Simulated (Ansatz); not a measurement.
**A hypothetical structure for BiH3**

This structure for BiH3 is made up. Its elements were placed in a known structure type with a cell scaled to their sizes. What cell does the guess relax to, and how far off was it?

Program: Ansatz 0.2.0. Level of theory: DFT, PBEsol, plane-wave PAW, files of the set soft_1, scalar-relativistic, no spin, cell and ions relaxed at zero pressure; PAW set soft_1, in the first sound run; inputs show where later runs differ. Results are calculated unless marked as measured.

### 1. The structure

It takes space group P6_3/mmc (No. 194, hexagonal). Conventional cell: a = 3.607 Å, b = 3.607 Å, c = 6.173 Å, α = 90.00°, β = 90.00°, γ = 120.00°. Bi has 8 H at 2.12 to 2.30 Å nearest. Nearest to H lie 4 H at 1.93 to 2.16 Å and 4 Bi at 2.12 to 2.30 Å. Nearest to H lie 6 H at 2.16 Å. Farther neighbours are not listed.

### 2. Relaxing cell and atoms

The guess takes its coordinates from another compound and its volume from a rule, so the cell and any free coordinates are relaxed together.

The input, input.yaml:

```yaml
crystal:
  lattice:
    - [3.607, 0.0, 0.0]
    - [-1.8035, 3.123753631, 0.0]
    - [0.0, 0.0, 6.173]
  atoms:
    - { symbol: Bi, position: [0.333333333, 0.666666667, 0.25] }
    - { symbol: Bi, position: [0.666666667, 0.333333333, 0.75] }
    - { symbol: H, position: [0.666666667, 0.333333333, 0.0935] }
    - { symbol: H, position: [0.333333333, 0.666666667, 0.9065] }
    - { symbol: H, position: [0.333333333, 0.666666667, 0.5935] }
    - { symbol: H, position: [0.666666667, 0.333333333, 0.4065] }
    - { symbol: H, position: [0.0, 0.0, 0.5] }
    - { symbol: H, position: [0.0, 0.0, 0.0] }
kpoints:
  mp_grid: { grid: [9, 9, 5] }
scf:
  occupations: { method: fermi_dirac, width: 0.05 }
hamiltonian:
  xc: pbesol
  pseudopotentials: { kind: paw, azcp: { folder: soft_1 }, xc_functional: pbe }
relax:
  f_tol: 0.015
  max_steps: 70
  cell: {}
output:
  forces: true
  stress: true
```

On the command line:

```bash
$ ansatz run input.yaml --threads 4 --pin off --max-ram 10240MiB --backend cpu --events-out ev --progress --plain --runs-dir out
```

Numbers of over 12 decimals in the logs are rounded to 6 here.

The log of the run:

```text
Engine: ansatz 0.2.0, aarch64-unknown-linux-gnu
Pseudopotentials: kind: paw
Pseudopotential: Bi, paw, valence charge 15, recommended cutoff 420 eV (normal), soft_1/Bi.paw.azcp
Pseudopotential: H, paw, valence charge 1, recommended cutoff 420 eV (normal), soft_1/H.paw.azcp
Functional definition: PBEsol
  exchange = pbesol_x
  correlation = pbesol_c
Crystal: 8 atoms, lattice volume = 69.554 Å³
Basis set: ecut = 420 eV, 1305 PW (Γ), exchange–correlation on 50×50×90 points (8 copies of the dense FFT grid, shifted against one another)
Bands: 26, of which v1, the nominal top of the filled ones, is band 18 counted from 1 (17 counted from 0)
Symmetry: 24 space group operations
Space group: P63/mmc (ITA 194), of the structure as read, at distance tolerance 4.1e-5 Å
k-points: 36 of 405
Non-local potential: Bi, projectors of the file, l = 0: 2, l = 1: 2, l = 2: 2, l = 3: 1
Non-local potential: H, projectors of the file, l = 0: 2, l = 1: 1
PAW form: soft (Blöchl's): semilocal exchange-correlation on the pseudo side does not see the compensation charge
PAW frozen core: Bi, regenerated for the run's functional, and the local potential with it (the file was generated under x = pbe(κ = 0.804, μ = 0.219515), c = pbe(β = 0.066725))
PAW one-centre angular grid: Bi, 590 points (default); XC on 64 Gauss nodes
PAW one-centre angular grid: H, 110 points (default); XC on 64 Gauss nodes
Initial density: superposition of atomic densities (chi_scale 0.1, normalization cell, long waves kept (reshape's long-wave potential 0.00 eV rms))
Initial wavefunctions: pseudopotential atomic-orbital guess
Functional: x = pbesol(κ = 0.804, μ = 0.123457), c = pbesol(β = 0.046)
SCF iter   1: F=—  HF=-24577.889751 eV  |F-HF|=—  |Δ(HF+E_count)|=         —  Δρ=6.97e-2  dr2=3.87e0  ethr=3.10e-3  ⟨swp⟩=7.3  Hψ=4777  notcnv=0  defer=3
preconditioner: auto → Kerker (q_TF=auto, 2.445 Å⁻¹)  [metal: Δε(μ)=0.042 eV  Ē_g=19.935 eV  σ=0.050 eV  W_gap=0.20  n_scr=22 (ndim 8)  ℏωp=26.7 eV  f_vac=0.000  D(μ)=1.13/eV (n_scr^D=2)]
SCF iter   2: F=—  HF=-24576.944469 eV  |F-HF|=—  |Δ(HF+E_count)|=   9.45e-1  Δρ=3.49e-2  dr2=1.12e0  ethr=3.10e-3  ⟨swp⟩=2.0  Hψ=1430  notcnv=0  defer=86
SCF iter   3: F=—  HF=-24576.554503 eV  |F-HF|=—  |Δ(HF+E_count)|=   3.90e-1  Δρ=6.99e-3  dr2=1.68e-2  ethr=3.10e-3  ⟨swp⟩=2.2  Hψ=1277  notcnv=0  defer=86
SCF iter   4: F=—  HF=-24576.554031 eV  |F-HF|=—  |Δ(HF+E_count)|=   4.72e-4  Δρ=1.32e-3  dr2=1.97e-3  ethr=4.66e-5  ⟨swp⟩=1.6  Hψ=1219  notcnv=0  defer=82
SCF iter   5: F=—  HF=-24576.553413 eV  |F-HF|=—  |Δ(HF+E_count)|=   6.19e-4  Δρ=2.24e-4  dr2=2.46e-5  ethr=5.49e-6  ⟨swp⟩=2.1  Hψ=1129  notcnv=0  defer=82
SCF iter   6: F=—  HF=-24576.553420 eV  |F-HF|=—  |Δ(HF+E_count)|=   7.00e-6  Δρ=6.30e-5  dr2=2.50e-6  ethr=6.84e-8  ⟨swp⟩=2.4  Hψ=1252  notcnv=0  defer=82
SCF iter   7: F=—  HF=-24576.553419 eV  |F-HF|=—  |Δ(HF+E_count)|=   4.98e-7  Δρ=1.77e-5  dr2=2.70e-7  ethr=6.93e-9  ⟨swp⟩=1.2  Hψ=861  notcnv=0  defer=82
SCF iter   8: F=-24576.553419 eV  HF=-24576.553419 eV  |F-HF|=6.50e-9  |Δ(HF+E_count)|=   5.88e-8  Δρ=4.50e-6  dr2=1.27e-8  ethr=2.78e-10  ⟨swp⟩=4.0  Hψ=2666  notcnv=0
SCF 1 converged in 8 iterations: F = -24576.553419 eV  dr2 = 1.27e-8
  greatest PAW one-centre occupation: 0.989 electrons in one spin orbital (limit 2), on the Bi atom at site 1 (counted from 0), in its partial waves of l = 2
relax step   1: F+E_penalty+E_count = -24576.55341903 eV  Δ(F+E_penalty+E_count) = +0.000e0 eV  max|allowed force component| = 1.559e-1 eV/Å  Δτ_max = 0.0000 Å  P = +8.741 GPa  Ω = 69.554 Å³  (8 SCF iters, dr2 threshold 1.00e-7 eV, accepted)
Crystal: 8 atoms, lattice volume = 78.804 Å³
Basis set: ecut = 420 eV, 1557 PW (Γ), exchange–correlation on 50×50×90 points (8 copies of the dense FFT grid, shifted against one another)
Initial density: handed on by an earlier stage of this run
Initial wavefunctions: those handed on with the density
iter 1 solved again at ethr=2.57e-4 eV; its pass at ethr=3.10e-3 eV (dr2=9.25e-2 eV) is discarded
SCF iter   1: F=—  HF=-24576.760419 eV  |F-HF|=—  |Δ(HF+E_count)|=         —  Δρ=1.13e-2  dr2=9.38e-2  ethr=2.57e-4  ⟨swp⟩=1.8  Hψ=5935  notcnv=0
preconditioner: auto → Kerker (q_TF=auto, 2.394 Å⁻¹)  [metal: Δε(μ)=0.079 eV  Ē_g=20.085 eV  σ=0.050 eV  W_gap=0.34  n_scr=22 (ndim 8)  ℏωp=25.1 eV  f_vac=0.000  D(μ)=1.22/eV (n_scr^D=2)]
SCF iter   2: F=—  HF=-24576.740246 eV  |F-HF|=—  |Δ(HF+E_count)|=   2.02e-2  Δρ=5.40e-3  dr2=2.35e-2  ethr=2.57e-4  ⟨swp⟩=2.0  Hψ=1103  notcnv=0
preconditioner: auto → Resta (q_TF=auto, 2.394 Å⁻¹)  ε∞=2.6  [insulator: Δε(μ)=0.122 eV  Ē_g=20.044 eV  σ=0.050 eV  W_gap=0.53  n_scr=22 (ndim 8)  ℏωp=25.1 eV  f_vac=0.000  D(μ)=1.21/eV (n_scr^D=2)  ε∞_Penn≈2.6]
SCF iter   3: F=—  HF=-24576.733816 eV  |F-HF|=—  |Δ(HF+E_count)|=   6.43e-3  Δρ=6.96e-4  dr2=2.63e-4  ethr=6.54e-5  ⟨swp⟩=2.0  Hψ=1299  notcnv=0
SCF iter   4: F=—  HF=-24576.733834 eV  |F-HF|=—  |Δ(HF+E_count)|=   1.83e-5  Δρ=1.28e-4  dr2=1.12e-5  ethr=7.31e-7  ⟨swp⟩=2.1  Hψ=1127  notcnv=0
iter 5 did not close the SCF: its close was put off for the readings that it lacked (scf_convergence_deferred on its scf_iter line)
SCF iter   5: F=-24576.733832 eV  HF=-24576.733832 eV  |F-HF|=1.23e-7  |Δ(HF+E_count)|=   2.34e-6  Δρ=2.50e-5  dr2=3.69e-7  ethr=3.12e-8  ⟨swp⟩=2.3  Hψ=1537  notcnv=0
SCF iter   6: F=-24576.733832 eV  HF=-24576.733832 eV  |F-HF|=3.63e-9  |Δ(HF+E_count)|=   2.38e-8  Δρ=3.54e-6  dr2=6.23e-9  ethr=1.02e-9  ⟨swp⟩=2.0  Hψ=2973  notcnv=0
SCF 2 converged in 6 iterations: F = -24576.733832 eV  dr2 = 6.23e-9
relax step   2: F+E_penalty+E_count = -24576.73383170 eV  Δ(F+E_penalty+E_count) = -1.804e-1 eV  max|allowed force component| = 3.872e-2 eV/Å  Δτ_max = 0.0405 Å  P = -2.216 GPa  Ω = 78.804 Å³  energy of the carried Pulay correction = -6.666e-3 eV  (6 SCF iters, dr2 threshold 8.00e-7 eV, accepted)
Crystal: 8 atoms, lattice volume = 77.241 Å³
Basis set: ecut = 420 eV, 1521 PW (Γ), exchange–correlation on 50×50×90 points (8 copies of the dense FFT grid, shifted against one another)
iter 1 solved again at ethr=1.50e-5 eV; its pass at ethr=3.10e-3 eV (dr2=5.40e-3 eV) is discarded
SCF iter   1: F=—  HF=-24576.758744 eV  |F-HF|=—  |Δ(HF+E_count)|=         —  Δρ=2.67e-3  dr2=5.05e-3  ethr=1.50e-5  ⟨swp⟩=1.7  Hψ=5242  notcnv=0
preconditioner: auto → Kerker (q_TF=auto, 2.402 Å⁻¹)  [metal: Δε(μ)=0.107 eV  Ē_g=20.110 eV  σ=0.050 eV  W_gap=0.44  n_scr=22 (ndim 8)  ℏωp=25.4 eV  f_vac=0.000  D(μ)=1.59/eV (n_scr^D=8)]
SCF iter   2: F=—  HF=-24576.757654 eV  |F-HF|=—  |Δ(HF+E_count)|=   1.09e-3  Δρ=1.26e-3  dr2=1.19e-3  ethr=1.40e-5  ⟨swp⟩=1.0  Hψ=936  notcnv=0
SCF iter   3: F=—  HF=-24576.757343 eV  |F-HF|=—  |Δ(HF+E_count)|=   3.11e-4  Δρ=1.47e-4  dr2=9.54e-6  ethr=3.30e-6  ⟨swp⟩=1.8  Hψ=1010  notcnv=0
SCF iter   4: F=—  HF=-24576.757338 eV  |F-HF|=—  |Δ(HF+E_count)|=   5.12e-6  Δρ=3.81e-5  dr2=9.35e-7  ethr=2.22e-9  ⟨swp⟩=4.8  Hψ=3094  notcnv=0
SCF iter   5: F=-24576.757338 eV  HF=-24576.757338 eV  |F-HF|=1.35e-8  |Δ(HF+E_count)|=   8.22e-8  Δρ=7.83e-6  dr2=4.89e-8  ethr=2.22e-9  ⟨swp⟩=4.0  Hψ=2560  notcnv=0
SCF 3 converged in 5 iterations: F = -24576.757338 eV  dr2 = 4.89e-8
relax step   3: F+E_penalty+E_count = -24576.75733754 eV  Δ(F+E_penalty+E_count) = -2.351e-2 eV  max|allowed force component| = 6.278e-2 eV/Å  Δτ_max = 0.0153 Å  P = -0.522 GPa  Ω = 77.241 Å³  energy of the carried Pulay correction = -5.598e-3 eV  (5 SCF iters, dr2 threshold 8.00e-7 eV, accepted)
Crystal: 8 atoms, lattice volume = 76.893 Å³
iter 1 solved again at ethr=1.51e-6 eV; its pass at ethr=3.10e-3 eV (dr2=5.44e-4 eV) is discarded
SCF iter   1: F=—  HF=-24576.760458 eV  |F-HF|=—  |Δ(HF+E_count)|=         —  Δρ=9.53e-4  dr2=6.92e-4  ethr=1.51e-6  ⟨swp⟩=2.1  Hψ=5096  notcnv=0
preconditioner: auto → Kerker (q_TF=auto, 2.404 Å⁻¹)  [metal: Δε(μ)=0.068 eV  Ē_g=20.152 eV  σ=0.050 eV  W_gap=0.30  n_scr=22 (ndim 8)  ℏωp=25.4 eV  f_vac=0.000  D(μ)=1.84/eV (n_scr^D=10)]
SCF iter   2: F=—  HF=-24576.760322 eV  |F-HF|=—  |Δ(HF+E_count)|=   1.36e-4  Δρ=4.88e-4  dr2=1.85e-4  ethr=1.51e-6  ⟨swp⟩=1.0  Hψ=937  notcnv=0
SCF iter   3: F=—  HF=-24576.760269 eV  |F-HF|=—  |Δ(HF+E_count)|=   5.27e-5  Δρ=7.49e-5  dr2=4.56e-6  ethr=5.14e-7  ⟨swp⟩=1.6  Hψ=984  notcnv=0
SCF iter   4: F=-24576.760267 eV  HF=-24576.760267 eV  |F-HF|=2.51e-7  |Δ(HF+E_count)|=   1.83e-6  Δρ=1.90e-5  dr2=3.36e-7  ethr=2.22e-9  ⟨swp⟩=4.0  Hψ=3012  notcnv=0
SCF 4 converged in 4 iterations: F = -24576.760267 eV  dr2 = 3.36e-7
relax step   4: F+E_penalty+E_count = -24576.76026721 eV  Δ(F+E_penalty+E_count) = -2.930e-3 eV  max|allowed force component| = 3.678e-2 eV/Å  Δτ_max = 0.0023 Å  P = +0.005 GPa  Ω = 76.893 Å³  energy of the carried Pulay correction = -5.357e-3 eV  (4 SCF iters, dr2 threshold 8.00e-7 eV, accepted)
Crystal: 8 atoms, lattice volume = 76.980 Å³
iter 1 solved again at ethr=8.00e-7 eV; its pass at ethr=3.10e-3 eV (dr2=2.88e-4 eV) is discarded
SCF iter   1: F=—  HF=-24576.760949 eV  |F-HF|=—  |Δ(HF+E_count)|=         —  Δρ=6.39e-4  dr2=3.19e-4  ethr=8.00e-7  ⟨swp⟩=2.9  Hψ=4883  notcnv=0
preconditioner: auto → Kerker (q_TF=auto, 2.404 Å⁻¹)  [metal: Δε(μ)=0.002 eV  Ē_g=20.140 eV  σ=0.050 eV  W_gap=0.01  n_scr=22 (ndim 8)  ℏωp=25.4 eV  f_vac=0.000  D(μ)=1.90/eV (n_scr^D=10)]
SCF iter   2: F=—  HF=-24576.760884 eV  |F-HF|=—  |Δ(HF+E_count)|=   6.50e-5  Δρ=3.83e-4  dr2=1.25e-4  ethr=8.00e-7  ⟨swp⟩=1.0  Hψ=936  notcnv=0
SCF iter   3: F=—  HF=-24576.760842 eV  |F-HF|=—  |Δ(HF+E_count)|=   4.19e-5  Δρ=3.91e-5  dr2=1.20e-6  ethr=3.46e-7  ⟨swp⟩=2.0  Hψ=1163  notcnv=0
SCF iter   4: F=—  HF=-24576.760832 eV  |F-HF|=—  |Δ(HF+E_count)|=   9.81e-6  Δρ=1.21e-5  dr2=6.73e-8  ethr=2.35e-10  ⟨swp⟩=4.9  Hψ=3125  notcnv=0
SCF iter   5: F=-24576.760832 eV  HF=-24576.760832 eV  |F-HF|=3.75e-10  |Δ(HF+E_count)|=   6.06e-9  Δρ=1.91e-6  dr2=1.80e-9  ethr=1.87e-10  ⟨swp⟩=2.0  Hψ=2844  notcnv=0
SCF 5 converged in 5 iterations: F = -24576.760832 eV  dr2 = 1.80e-9
relax step   5: F+E_penalty+E_count = -24576.76083197 eV  Δ(F+E_penalty+E_count) = -5.648e-4 eV  max|allowed force component| = 2.379e-4 eV/Å  Δτ_max = 0.0078 Å  P = +0.013 GPa  Ω = 76.980 Å³  energy of the carried Pulay correction = -5.418e-3 eV  (5 SCF iters, dr2 threshold 8.45e-8 eV, accepted)
Basis set: ecut = 420 eV, 1521 PW (Γ), exchange–correlation on 54×54×90 points (8 copies of the dense FFT grid, shifted against one another)
Initial wavefunctions: pseudopotential atomic-orbital guess (no wavefunctions were taken with the density)
iter 1 solved again at ethr=1.91e-7 eV; its pass at ethr=3.10e-3 eV (dr2=6.88e-5 eV) is discarded
SCF iter   1: F=—  HF=-24576.767744 eV  |F-HF|=—  |Δ(HF+E_count)|=         —  Δρ=6.97e-4  dr2=1.52e-5  ethr=1.91e-7  ⟨swp⟩=3.9  Hψ=7603  notcnv=0
preconditioner: auto → Kerker (q_TF=auto, 2.404 Å⁻¹)  [metal: Δε(μ)=0.004 eV  Ē_g=20.146 eV  σ=0.050 eV  W_gap=0.02  n_scr=22 (ndim 8)  ℏωp=25.4 eV  f_vac=0.000  D(μ)=1.90/eV (n_scr^D=10)]
SCF iter   2: F=—  HF=-24576.768034 eV  |F-HF|=—  |Δ(HF+E_count)|=   2.91e-4  Δρ=3.55e-4  dr2=3.68e-6  ethr=4.22e-8  ⟨swp⟩=1.0  Hψ=936  notcnv=0
SCF iter   3: F=—  HF=-24576.768133 eV  |F-HF|=—  |Δ(HF+E_count)|=   9.86e-5  Δρ=1.46e-5  dr2=1.32e-8  ethr=1.02e-8  ⟨swp⟩=2.0  Hψ=1064  notcnv=0
SCF iter   4: F=—  HF=-24576.768133 eV  |F-HF|=—  |Δ(HF+E_count)|=   1.12e-7  Δρ=1.89e-6  dr2=8.61e-10  ethr=3.66e-11  ⟨swp⟩=3.0  Hψ=1632  notcnv=0
SCF iter   5: F=-24576.768133 eV  HF=-24576.768133 eV  |F-HF|=2.91e-11  |Δ(HF+E_count)|=   1.85e-9  Δρ=2.77e-7  dr2=5.60e-11  ethr=1.00e-12  ⟨swp⟩=4.1  Hψ=2724  notcnv=0
SCF 6 converged in 5 iterations: F = -24576.768133 eV  dr2 = 5.60e-11
relax step   6: F+E_penalty+E_count = -24576.76813293 eV  Δ(F+E_penalty+E_count) = -7.301e-3 eV  max|allowed force component| = 1.039e-3 eV/Å  Δτ_max = 0.0000 Å  P = +0.078 GPa  Ω = 76.980 Å³  stress off target by 1.01e-1 GPa  SCF on the basis re-selected at this cell (its energy is not comparable with the rows above)  (5 SCF iters)
basis re-selected at this cell: Δ(F+E_penalty+E_count) = -7.301e-3 eV, ΔP = +0.065 GPa vs the last step (what re-selecting the basis moved, of the pressure what is left beyond the Pulay correction that the steps carried, after the strain that the cell walked since its last selection, with what the two solves' SCF thresholds leave and, on support functions, any second-order correction that the steps lacked; it is no measure of the basis error at this ecutwfc). The dense FFT grid was sized anew with the basis: this SCF ran on 27×27×45 points, the steps before it on 25×25×45, so part of this shift can come from that change (see relax.cell in the input reference). [rest of the remark cut]
Crystal: 8 atoms, lattice volume = 77.058 Å³
iter 1 solved again at ethr=1.76e-8 eV; its pass at ethr=3.10e-3 eV (dr2=6.34e-6 eV) is discarded
SCF iter   1: F=—  HF=-24576.768116 eV  |F-HF|=—  |Δ(HF+E_count)|=         —  Δρ=9.70e-5  dr2=7.38e-6  ethr=1.76e-8  ⟨swp⟩=2.2  Hψ=4806  notcnv=0
preconditioner: auto → Kerker (q_TF=auto, 2.403 Å⁻¹)  [metal: Δε(μ)=0.001 eV  Ē_g=20.135 eV  σ=0.050 eV  W_gap=0.01  n_scr=22 (ndim 8)  ℏωp=25.4 eV  f_vac=0.000  D(μ)=1.93/eV (n_scr^D=10)]
SCF iter   2: F=—  HF=-24576.768114 eV  |F-HF|=—  |Δ(HF+E_count)|=   2.13e-6  Δρ=4.79e-5  dr2=1.94e-6  ethr=1.76e-8  ⟨swp⟩=1.0  Hψ=936  notcnv=0
SCF iter   3: F=—  HF=-24576.768113 eV  |F-HF|=—  |Δ(HF+E_count)|=   5.92e-7  Δρ=8.51e-6  dr2=6.35e-8  ethr=5.39e-9  ⟨swp⟩=1.7  Hψ=1007  notcnv=0
SCF iter   4: F=-24576.768113 eV  HF=-24576.768113 eV  |F-HF|=3.21e-9  |Δ(HF+E_count)|=   1.97e-8  Δρ=2.50e-6  dr2=4.89e-9  ethr=7.09e-11  ⟨swp⟩=4.0  Hψ=2692  notcnv=0
SCF 7 converged in 4 iterations: F = -24576.768113 eV  dr2 = 4.89e-9
relax step   7: F+E_penalty+E_count = -24576.76811300 eV  Δ(F+E_penalty+E_count) = +1.993e-5 eV  max|allowed force component| = 3.145e-4 eV/Å  Δτ_max = 0.0003 Å  P = +0.015 GPa  Ω = 77.058 Å³  energy of the carried Pulay correction = -5.166e-5 eV  (4 SCF iters, dr2 threshold 2.55e-8 eV, accepted)
iter 1 solved again at ethr=2.05e-7 eV; its pass at ethr=3.10e-3 eV (dr2=7.37e-5 eV) is discarded
SCF iter   1: F=—  HF=-24576.768165 eV  |F-HF|=—  |Δ(HF+E_count)|=         —  Δρ=4.05e-6  dr2=6.14e-9  ethr=2.05e-7  ⟨swp⟩=3.9  Hψ=7553  notcnv=0
eigensolver tolerance schedule: the retry pair's looser diagonalisation over-reported the residual by 12005.13 of it (diagonalisation noise at 3.83 of the residual, at the tolerance the schedule requests for it); recorded, not acted on — ethr = c·dr2/N_el stays at c = 1.0e-1
preconditioner: auto → Kerker (q_TF=auto, 2.403 Å⁻¹)  [metal: Δε(μ)=0.001 eV  Ē_g=20.135 eV  σ=0.050 eV  W_gap=0.01  n_scr=22 (ndim 8)  ℏωp=25.4 eV  f_vac=0.000  D(μ)=1.92/eV (n_scr^D=10)]
SCF iter   2: F=—  HF=-24576.768172 eV  |F-HF|=—  |Δ(HF+E_count)|=   7.63e-6  Δρ=2.18e-6  dr2=1.94e-9  ethr=1.71e-11  ⟨swp⟩=2.2  Hψ=1637  notcnv=0
SCF iter   3: F=—  HF=-24576.768172 eV  |F-HF|=—  |Δ(HF+E_count)|=  3.38e-10  Δρ=4.51e-7  dr2=2.09e-10  ethr=5.40e-12  ⟨swp⟩=2.1  Hψ=1586  notcnv=0
SCF iter   4: F=-24576.768172 eV  HF=-24576.768172 eV  |F-HF|=1.09e-11  |Δ(HF+E_count)|=  1.09e-11  Δρ=1.02e-7  dr2=8.56e-12  ethr=1.00e-12  ⟨swp⟩=4.0  Hψ=2652  notcnv=0
SCF 8 converged in 4 iterations: F = -24576.768172 eV  dr2 = 8.56e-12
relax step   8: F+E_penalty+E_count = -24576.76817223 eV  Δ(F+E_penalty+E_count) = -5.924e-5 eV  max|allowed force component| = 3.246e-4 eV/Å  Δτ_max = 0.0000 Å  P = +0.015 GPa  Ω = 77.058 Å³  stress off target by 2.15e-2 GPa  SCF on the basis re-selected at this cell (its energy is not comparable with the rows above)  (4 SCF iters)
basis re-selected at this cell: Δ(F+E_penalty+E_count) = -5.924e-5 eV, ΔP = +0.000 GPa vs the last step (what re-selecting the basis moved, of the pressure what is left beyond the Pulay correction that the steps carried, after the strain that the cell walked since its last selection, with what the two solves' SCF thresholds leave and, on support functions, any second-order correction that the steps lacked; it is no m [...]
SCF converged after 4 iterations
Free energy (F): -24576.768172 eV
Harris-Foulkes:  -24576.768172 eV  (|F-HF|=1.09e-11)
Internal energy: -24576.753266 eV  (E = F + TS)
E sigma→0 (E₀):  -24576.760719 eV
Entropy (-TS):   -0.014906 eV (-1.863 meV/atom)
Fermi energy:    10.117641 eV
--- Per-component energies (eV) ---
  E_band       = -191.934898
  E_kinetic    = 581.214409
  E_local      = -2474.587111  (includes V_loc(G=0)·N_el)
  E_nonlocal   = 825.534993
  E_hartree    = 898.130621
  E_xc         = -354.275037
  E_vxc        = -331.328111  (∫ρ·V_xc dr)
  E_paw        = -21018.288330  (= ΣΔE_a)
  E_vpaw       = -589.025887  (= ΣTr[D̂ρ^β])
  E_aug_tail   = -0.004472  (compensation charges beyond the density's cutoff)
  E_ewald      = -3034.657928
  E_core_change = 0.179589  (= ΣΔE_core)
  E_smearing   = -0.014906  (= −TS)
  E_closure    = 0.000000  (closes the sum)
  Σ components = -24576.768172   (vs F -24576.768172, Δ=0.00e0)
--- Forces (eV/Å), atoms counted from 1 ---
  atom   1  Bi     0.00000000    -0.00000000     0.00000000
  atom   2  Bi     0.00000000     0.00000000    -0.00000000
  atom   3  H      0.00000000     0.00000000     0.00032465
  atom   4  H     -0.00000000    -0.00000000    -0.00032465
  atom   5  H     -0.00000000    -0.00000000     0.00032465
  atom   6  H      0.00000000     0.00000000    -0.00032465
  atom   7  H     -0.00000000    -0.00000000     0.00000000
  atom   8  H     -0.00000000     0.00000000     0.00000000
  max |Σ_I F_I| component: 4.63e-17 eV/Å
--- Stress (GPa, compression-positive) ---
        0.021501       0.000000      -0.000000
       -0.000000       0.021501       0.000000
       -0.000000       0.000000       0.002072
  P = ⅓ Tr σ = 0.0150 GPa (0.150 kbar)
--- Relaxed structure (6 steps of the walk, 6 accepted, 2 SCFs on fresh bases) ---
  F+E_penalty+E_count = -24576.76817223 eV   max|allowed force component| = 3.246e-4 eV/Å   (the final SCF, on the basis selected at the relaxed cell)
  cell:  # Å, volume = 77.0584 Å³
    - [3.782257, 0, 0.0]
    - [-1.891129, 3.275531, 0.0]
    - [0.0, 0.0, 6.219956]
  atoms:
    - { symbol: Bi, position: [0.333333, 0.666667, 0.25] }
    - { symbol: Bi, position: [0.666667, 0.333333, 0.750000] }
    - { symbol: H, position: [0.666667, 0.333333, 0.087718] }
    - { symbol: H, position: [0.333333, 0.666667, 0.912282] }
    - { symbol: H, position: [0.333333, 0.666667, 0.587718] }
    - { symbol: H, position: [0.666667, 0.333333, 0.412282] }
    - { symbol: H, position: [0, 0, 0.5] }
    - { symbol: H, position: [0, 0, -1.1416352051119035e-19] }
```

The job ended after 5 s (4 threads of Arm Neoverse V2, shared host; peak memory 0.32 GiB).

The steps of the relaxation:

```csv
step,energy less that of the first step (eV),largest force component (eV/Å),pressure (GPa),volume (Å³)
1,0.0000,0.1559,8.74,69.55
2,-0.1804,0.0387,-2.22,78.80
3,-0.2039,0.0628,-0.52,77.24
4,-0.2068,0.0368,0.00,76.89
5,-0.2074,0.0002,0.01,76.98
6*,-0.2147,0.0010,0.08,76.98
7,-0.2147,0.0003,0.01,77.06
8*,-0.2148,0.0003,0.02,77.06
```

Relaxation steps marked * repeat the geometry before them on a plane-wave basis chosen anew for their cell, so energy and pressure can jump there.

The run keeps the 24 symmetry operations that it works with, so distortions that break them were not tested.

```csv
"conventional cell, symmetrised",before,after,change
a (Å),3.607,3.782,+4.9 %
b (Å),3.607,3.782,+4.9 %
c (Å),6.173,6.220,+0.8 %
volume (Å³/atom),8.69,9.63,+10.8 %
```

The atoms that moved most (Å, as changes of fractional coordinates times the final cell):

```csv
atom,dx,dy,dz,length
H4,0.000,0.000,0.036,0.036
H6,0.000,0.000,0.036,0.036
H3,0.000,0.000,-0.036,0.036
H5,0.000,0.000,-0.036,0.036
```

This step gave:

```
free energy             : -24576.7682 eV
energy at zero smearing : -24576.7607 eV
smearing term TS        : 0.01491 eV
Fermi energy            : 10.12 eV
electrons               : 36
symmetry operations     : 24
pressure                : 0.01502 GPa
```

Shortest distances by pair of elements, guess and relaxed (not always the same contact):

```csv
pair,guess (Å),relaxed (Å)
H–H,1.932,2.019
Bi–H,2.120,2.101
Bi–Bi,3.607,3.782
```

The relaxation ends with a largest force component of 3.2e-4 eV/Å and a pressure of 0.02 GPa.

(Continued in part 2 of 2.)

[Logs are printed without paths, hosts, clocks, repeated set-up lines and the standing remarks that a program may print on its own settings, such as how far it seeks lower states.]

[Hosts, paths, dates, database ids (printed as entryN), source tags and the programs' standing remarks are cut or masked in the printed files.]
